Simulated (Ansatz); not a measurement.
**From PBE to G0W0: K2LiScI6 (double perovskite (elpasolite)) (Fm-3m)**

How far does one-shot GW move the PBE gap of K2LiScI6 (double perovskite (elpasolite)) (Fm-3m)?

Program: Ansatz 0.2.0. Level of theory: PBE, then G0W0 on it, plane waves, PAW. Results are calculated unless marked as measured.

The structure was built from a prototype and need not be the compound's stable phase.

## (1) Set-up

It takes space group Fm-3m (No. 225, cubic). Conventional cell: a = 11.400 Å, b = 11.400 Å, c = 11.400 Å, α = 90.00°, β = 90.00°, γ = 90.00°. Nearest to K lie 12 I at 4.04 Å. Li has 6 I at 2.61 Å nearest. Sc has 6 I at 3.09 Å nearest. Nearest to I lie 1 Li at 2.61 Å and 1 Sc at 3.09 Å and 4 K at 4.04 Å. It derives from I6K2Li1Sc1. Farther neighbours and most contacts between anions are not listed.

Structure file:

```cif
data_structure
_symmetry_space_group_name_H-M 'Fm-3m'
_symmetry_Int_Tables_number 225
_cell_length_a 11.3999
_cell_length_b 11.3999
_cell_length_c 11.3999
_cell_angle_alpha 90.000
_cell_angle_beta 90.000
_cell_angle_gamma 90.000
_cell_volume 1481.50
loop_
_atom_site_label
_atom_site_type_symbol
_atom_site_symmetry_multiplicity
_atom_site_Wyckoff_symbol
_atom_site_fract_x
_atom_site_fract_y
_atom_site_fract_z
_atom_site_occupancy
K1 K 8 c 0.25000 0.75000 0.75000 1
Li1 Li 4 a 0.00000 0.00000 0.00000 1
Sc1 Sc 4 b 0.50000 0.00000 0.00000 1
I1 I 24 e 0.77068 0.00000 0.00000 1
```

The start is a generated structure, not a measured one. The structure type comes from a generator and need not be one that this composition takes. Spin-orbit coupling is left out unless a step names it. The default PAW set here is soft_2. Its files were made with PBE.

## (2) Relaxation

The structure is relaxed first.

This step: DFT, PBE, plane waves, PAW.

Contents of input.yaml:

```yaml
crystal:
  lattice:
    - [0.0, 5.69993922, 5.69993922]
    - [5.69993922, 0.0, 5.69993922]
    - [5.69993922, 5.69993922, 0.0]
  atoms:
    - { symbol: K, position: [0.25, 0.25, 0.25] }
    - { symbol: K, position: [0.75, 0.75, 0.75] }
    - { symbol: Li, position: [0.0, 0.0, 0.0] }
    - { symbol: Sc, position: [0.5, 0.5, 0.5] }
    - { symbol: I, position: [0.229323719, 0.770676281, 0.770676281] }
    - { symbol: I, position: [0.229323719, 0.770676281, 0.229323719] }
    - { symbol: I, position: [0.770676281, 0.229323719, 0.770676281] }
    - { symbol: I, position: [0.770676281, 0.229323719, 0.229323719] }
    - { symbol: I, position: [0.770676281, 0.770676281, 0.229323719] }
    - { symbol: I, position: [0.229323719, 0.229323719, 0.770676281] }
kpoints:
  mp_grid: { grid: [4, 4, 4] }
hamiltonian:
  xc: pbe
scf:
  occupations: { method: fermi_dirac, width: 0.02 }
relax:
  f_tol: 0.01
  max_steps: 100
  cell: {}
output:
  write_density: true
  write_potential: true
  elf: true
  volumetric_format: npy
```

On the command line:

```console
$ ansatz run input.yaml --threads 8 --pin off --max-ram 17510MiB --backend cpu --events-out ev --progress --plain --runs-dir out
```

Numbers of over 12 decimals in the logs are rounded to 6 here.

Log:

```text
Engine: ansatz 0.2.0, aarch64-unknown-linux-gnu
Pseudopotentials: kind: paw
Pseudopotential: K, paw, valence charge 9, recommended cutoff 420 eV (normal), K.paw.azcp
Pseudopotential: Li, paw, valence charge 3, recommended cutoff 420 eV (normal), Li.paw.azcp
Pseudopotential: Sc, paw, valence charge 11, recommended cutoff 420 eV (normal), Sc.paw.azcp
Pseudopotential: I, paw, valence charge 17, recommended cutoff 420 eV (normal), I.paw.azcp
Functional definition: PBE
  parameter kappa = 0.804
  parameter beta = 0.066725
  exchange = pbe_x(kappa = kappa, mu = beta*pi^2/3)
  correlation = pbe_c(beta = beta)
Crystal: 10 atoms, lattice volume = 370.374 Å³
Basis set: ecut = 420 eV, 7239 PW (Γ), exchange–correlation on 108×108×108 points (8 copies of the dense FFT grid, shifted against one another)
Bands: 81, of which v1, the nominal top of the filled ones, is band 67 counted from 1 (66 counted from 0)
Symmetry: 48 space group operations
Space group: Fm-3m (ITA 225), of the structure as read, at distance tolerance 7.2e-5 Å
k-points: 8 of 64
Non-local potential: K, projectors of the file, l = 0: 3, l = 1: 2, l = 2: 2
Non-local potential: Li, projectors of the file, l = 0: 3, l = 1: 2, l = 2: 1
Non-local potential: Sc, projectors of the file, l = 0: 3, l = 1: 2, l = 2: 3, l = 3: 1
Non-local potential: I, projectors of the file, l = 0: 2, l = 1: 2, l = 2: 2, l = 3: 2
PAW form: soft (Blöchl's): semilocal exchange-correlation on the pseudo side does not see the compensation charge
PAW one-centre angular grid: K, 110 points (default); XC on 64 Gauss nodes
PAW one-centre angular grid: Li, 110 points (default); XC on 64 Gauss nodes
PAW one-centre angular grid: Sc, 590 points (default); XC on 64 Gauss nodes
PAW one-centre angular grid: I, 590 points (default); XC on 64 Gauss nodes
Initial density: superposition of atomic densities (neutral atoms: chi_scale 0, normalization atom), corrected by the library's trained network
Initial wavefunctions: pseudopotential atomic-orbital guess
Functional: x = pbe(κ = 0.804, μ = 0.219515), c = pbe(β = 0.066725)
SCF iter   1: F=—  HF=-50504.794654 eV  |F-HF|=—  |Δ(HF+E_count)|=         —  Δρ=1.10e-3  dr2=1.06e-2  ethr=1.77e-3  ⟨swp⟩=8.2  Hψ=2865  notcnv=0  defer=5
preconditioner: auto → Resta (q_TF=auto, 2.303 Å⁻¹)  ε∞=3.2  [insulator: Δε(μ)=1.300 eV  Ē_g=10.117 eV  σ=0.020 eV  W_gap=1.00  n_scr=64 (ndim 8)  ℏωp=14.9 eV  f_vac=0.115  D(μ)=0.00/eV (n_scr^D=0)  ε∞_Penn≈3.2]
SCF iter   2: F=—  HF=-50504.792362 eV  |F-HF|=—  |Δ(HF+E_count)|=   2.29e-3  Δρ=7.90e-4  dr2=4.21e-3  ethr=7.94e-6  ⟨swp⟩=3.0  Hψ=1345  notcnv=0  defer=69
SCF iter   3: F=—  HF=-50504.792142 eV  |F-HF|=—  |Δ(HF+E_count)|=   2.19e-4  Δρ=3.90e-4  dr2=9.30e-4  ethr=3.14e-6  ⟨swp⟩=2.0  Hψ=917  notcnv=0  defer=69
SCF iter   4: F=—  HF=-50504.792568 eV  |F-HF|=—  |Δ(HF+E_count)|=   4.26e-4  Δρ=2.00e-4  dr2=1.61e-4  ethr=6.94e-7  ⟨swp⟩=2.0  Hψ=1107  notcnv=0  defer=69
SCF iter   5: F=—  HF=-50504.792526 eV  |F-HF|=—  |Δ(HF+E_count)|=   4.27e-5  Δρ=8.80e-5  dr2=2.81e-5  ethr=1.20e-7  ⟨swp⟩=2.1  Hψ=1067  notcnv=0  defer=69
SCF iter   6: F=—  HF=-50504.792468 eV  |F-HF|=—  |Δ(HF+E_count)|=   5.75e-5  Δρ=2.59e-5  dr2=2.10e-6  ethr=2.10e-8  ⟨swp⟩=2.0  Hψ=1099  notcnv=0  defer=69
SCF iter   7: F=—  HF=-50504.792467 eV  |F-HF|=—  |Δ(HF+E_count)|=   8.43e-7  Δρ=9.83e-6  dr2=3.67e-7  ethr=1.57e-9  ⟨swp⟩=2.0  Hψ=1099  notcnv=0  defer=69
SCF iter   8: F=-50504.792467 eV  HF=-50504.792467 eV  |F-HF|=7.10e-9  |Δ(HF+E_count)|=   3.35e-8  Δρ=2.02e-6  dr2=1.23e-8  ethr=7.46e-11  ⟨swp⟩=9.2  Hψ=4276  notcnv=0
SCF 1 converged in 8 iterations: F = -50504.792467 eV  dr2 = 1.23e-8
  greatest PAW one-centre occupation: 1.000 electrons in one spin orbital (limit 2), on the Li atom at site 2 (counted from 0), in its partial waves of l = 0
relax step   1: F+E_penalty+E_count = -50504.79246720 eV  Δ(F+E_penalty+E_count) = +0.000e0 eV  max|allowed force component| = 2.113e0 eV/Å  Δτ_max = 0.0000 Å  P = +0.887 GPa  Ω = 370.374 Å³  (8 SCF iters, dr2 threshold 1.00e-7 eV, accepted)
[...]
relax step   2: F+E_penalty+E_count = -50506.29538820 eV  Δ(F+E_penalty+E_count) = -1.503e0 eV  max|allowed force component| = 4.379e-1 eV/Å  Δτ_max = 0.1950 Å  P = +0.888 GPa  Ω = 373.677 Å³  energy of the carried Pulay correction = -2.458e-4 eV  (7 SCF iters, dr2 threshold 1.00e-6 eV, accepted)
[...]
relax step   3: F+E_penalty+E_count = -50506.41785000 eV  Δ(F+E_penalty+E_count) = -1.225e-1 eV  max|allowed force component| = 4.537e-2 eV/Å  Δτ_max = 0.0531 Å  P = +0.753 GPa  Ω = 382.912 Å³  energy of the carried Pulay correction = -9.218e-4 eV  (7 SCF iters, dr2 threshold 1.00e-6 eV, accepted)
[...]
relax step   4: F+E_penalty+E_count = -50506.46073396 eV  Δ(F+E_penalty+E_count) = -4.288e-2 eV  max|allowed force component| = 1.869e-2 eV/Å  Δτ_max = 0.0200 Å  P = +0.128 GPa  Ω = 397.935 Å³  energy of the carried Pulay correction = -1.987e-3 eV  (6 SCF iters, dr2 threshold 1.00e-6 eV, accepted)
[...]
relax step   5: F+E_penalty+E_count = -50506.46245619 eV  Δ(F+E_penalty+E_count) = -1.722e-3 eV  max|allowed force component| = 2.380e-3 eV/Å  Δτ_max = 0.0062 Å  P = +0.014 GPa  Ω = 401.508 Å³  energy of the carried Pulay correction = -2.234e-3 eV  (6 SCF iters, dr2 threshold 4.11e-8 eV, accepted)
[...]
relax step   6: F+E_penalty+E_count = -50506.46434930 eV  Δ(F+E_penalty+E_count) = -1.893e-3 eV  max|allowed force component| = 2.447e-3 eV/Å  Δτ_max = 0.0000 Å  P = +0.010 GPa  Ω = 401.508 Å³  stress off target by 9.65e-3 GPa  SCF on the basis re-selected at this cell (its energy is not comparable with the rows above)  (9 SCF iters)
basis re-selected at this cell: Δ(F+E_penalty+E_count) = -1.893e-3 eV, ΔP = -0.004 GPa vs the last step (what re-selecting the basis moved, of the pressure what is left beyond the Pulay correction that the steps carried, after the strain that the cell walked since its last selection, with what the two solves' SCF thresholds leave and, on support functions, any second-order correction that the steps lacked; it is no measure of the basis error at this ecutwfc). The dense FFT grid was sized anew with the basis: this SCF ran on 60×60×60 points, the steps before it on 54×54×54, so part of this shift can come from that change (see relax.cell in the input reference). [rest of the remark cut]
SCF converged after 9 iterations
Free energy (F): -50506.464349 eV
Harris-Foulkes:  -50506.464349 eV  (|F-HF|=2.18e-11)
Internal energy: -50506.464349 eV  (E = F + TS)
E sigma→0 (E₀):  -50506.464349 eV
Fermi energy:    4.798853 eV
--- Per-component energies (eV) ---
  E_band       = -2945.969234
  E_kinetic    = 1920.266914
  E_local      = -15878.110374  (includes V_loc(G=0)·N_el)
  E_nonlocal   = -469.881875
  E_hartree    = 7707.946195
  E_xc         = -1153.431169
  E_vxc        = -1243.819808  (∫ρ·V_xc dr)
  E_paw        = -31440.009478  (= ΣΔE_a)
  E_vpaw       = -2690.316056  (= ΣTr[D̂ρ^β])
  E_aug_tail   = -0.000058  (compensation charges beyond the density's cutoff)
  E_ewald      = -11193.244504
  E_smearing   = -0.000000  (= −TS)
  E_closure    = -0.000000  (closes the sum)
  Σ components = -50506.464349   (vs F -50506.464349, Δ=0.00e0)
--- Forces (eV/Å), atoms counted from 1 ---
  atom   1  K     -0.00000000    -0.00000000    -0.00000000
  atom   2  K      0.00000000     0.00000000     0.00000000
  atom   3  Li    -0.00000000     0.00000000    -0.00000000
  atom   4  Sc     0.00000000    -0.00000000    -0.00000000
  atom   5  I     -0.00244716    -0.00000000     0.00000000
  atom   6  I     -0.00000000     0.00244716    -0.00000000
  atom   7  I      0.00000000    -0.00244716    -0.00000000
  atom   8  I      0.00244716     0.00000000    -0.00000000
  atom   9  I      0.00000000     0.00000000    -0.00244716
  atom  10  I     -0.00000000    -0.00000000     0.00244716
  max |Σ_I F_I| component: 1.73e-18 eV/Å
--- Stress (GPa, compression-positive) ---
        0.009645      -0.000000      -0.000000
       -0.000000       0.009645       0.000000
       -0.000000       0.000000       0.009645
  P = ⅓ Tr σ = 0.0096 GPa (0.096 kbar)
--- Band table (eV; the first three rows and the last of 8) ---
  k-point 0: bands = [... 63 lower, 3.3763, 3.7690, 3.7690, 3.7690, 5.8393, 5.8393, 5.8393, 7.0729, ... 10 higher]
  k-point 1: bands = [... 63 lower, 3.3456, 3.5475, 3.5475, 3.6322, 5.8916, 5.9426, 5.9426, 7.1147, ... 10 higher]
  k-point 2: bands = [... 63 lower, 3.2731, 3.3792, 3.4000, 3.4000, 5.9162, 6.0206, 6.0206, 6.9530, ... 10 higher]
  k-point 7: bands = [... 63 lower, 2.8597, 3.0231, 3.3810, 3.3810, 6.0315, 6.0315, 6.2078, 6.6846, ... 10 higher]
--- Relaxed structure (5 steps of the walk, 5 accepted, 1 SCFs on fresh bases) ---
  F+E_penalty+E_count = -50506.46434930 eV   max|allowed force component| = 2.447e-3 eV/Å   (the final SCF, on the basis selected at the relaxed cell)
  cell:  # Å, volume = 401.5084 Å³
    - [0, 5.855377, 5.855377]
    - [5.855377, 0, 5.855377]
    - [5.855377, 5.855377, 0]
  atoms:
    - { symbol: K, position: [0.250000, 0.250000, 0.250000] }
    - { symbol: K, position: [0.750000, 0.750000, 0.750000] }
    - { symbol: Li, position: [-1.2934479629243289e-19, 1.0423668877684238e-18, -1.4227927592167495e-18] }
    - { symbol: Sc, position: [0.500000, 0.500000, 0.500000] }
    - { symbol: I, position: [0.253385, 0.746615, 0.746615] }
    - { symbol: I, position: [0.253385, 0.746615, 0.253385] }
    - { symbol: I, position: [0.746615, 0.253385, 0.746615] }
    - { symbol: I, position: [0.746615, 0.253385, 0.253385] }
    - { symbol: I, position: [0.746615, 0.746615, 0.253385] }
    - { symbol: I, position: [0.253385, 0.253385, 0.746615] }
```

Run time: 14 s. Hardware: 8 threads of Arm Neoverse V2, shared host; peak memory 1.5 GiB.

The steps of the relaxation:

| step | energy less that of the first step (eV) | largest force component (eV/Å) | pressure (GPa) | volume (Å³) |
| --- | --- | --- | --- | --- |
| 1 | 0.0000 | 2.1127 | 0.89 | 370.37 |
| 2 | -1.5029 | 0.4379 | 0.89 | 373.68 |
| 3 | -1.6254 | 0.0454 | 0.75 | 382.91 |
| 4 | -1.6683 | 0.0187 | 0.13 | 397.94 |
| 5 | -1.6700 | 0.0024 | 0.01 | 401.51 |
| 6* | -1.6719 | 0.0024 | 0.01 | 401.51 |

Relaxation steps marked * repeat the geometry before them on a plane-wave basis chosen anew for their cell, so energy and pressure can jump there.

Forces are held to the 48 operations that the run works with; a distortion that breaks them can't arise in this run.

| conventional cell, symmetrised | before | after | change |
| --- | --- | --- | --- |
| a (Å) | 11.400 | 11.711 | +2.7 % |
| b (Å) | 11.400 | 11.711 | +2.7 % |
| c (Å) | 11.400 | 11.711 | +2.7 % |
| volume (Å³/atom) | 37.04 | 40.15 | +8.4 % |

The atoms that moved most (Å, as changes of fractional coordinates times the final cell):

| atom | dx | dy | dz | length |
| --- | --- | --- | --- | --- |
| I7 | 0.000 | -0.282 | 0.000 | 0.282 |
| I5 | -0.282 | 0.000 | 0.000 | 0.282 |
| I9 | 0.000 | 0.000 | -0.282 | 0.282 |
| I8 | 0.282 | 0.000 | 0.000 | 0.282 |
| I10 | 0.000 | 0.000 | 0.282 | 0.282 |
| I6 | 0.000 | 0.282 | 0.000 | 0.282 |

(Continued in part 2 of 3.)

[Paths, hosts, dates, memory and timing lines, banners, echoed tables and standing remarks are left out of the program output.]

[Logs are printed without paths, hosts, clocks, repeated set-up lines and the standing remarks that a program may print on its own settings, such as how far it seeks lower states.]

[Runs of the session that timed out or met a known fault of the program may be left out.]

[Cells called generated may have been cut or substituted from an entry of the Crystallography Open Database or the Materials Project.]

[Hosts, paths, dates, database ids (printed as entryN), source tags and the programs' standing remarks are cut or masked in the printed files.]

[Where an RPA ε∞ is given, it is that of the G0W0 mesh and is not shown converged in it. Names of k-points follow the symmetry that the program found, which can be lower than the space group named. Band edges on a path are those of the sampled points; other points can move an edge, and change direct to indirect where valleys lie close.]

[Hybrid gaps are those of their k-mesh and are not shown converged in it.]
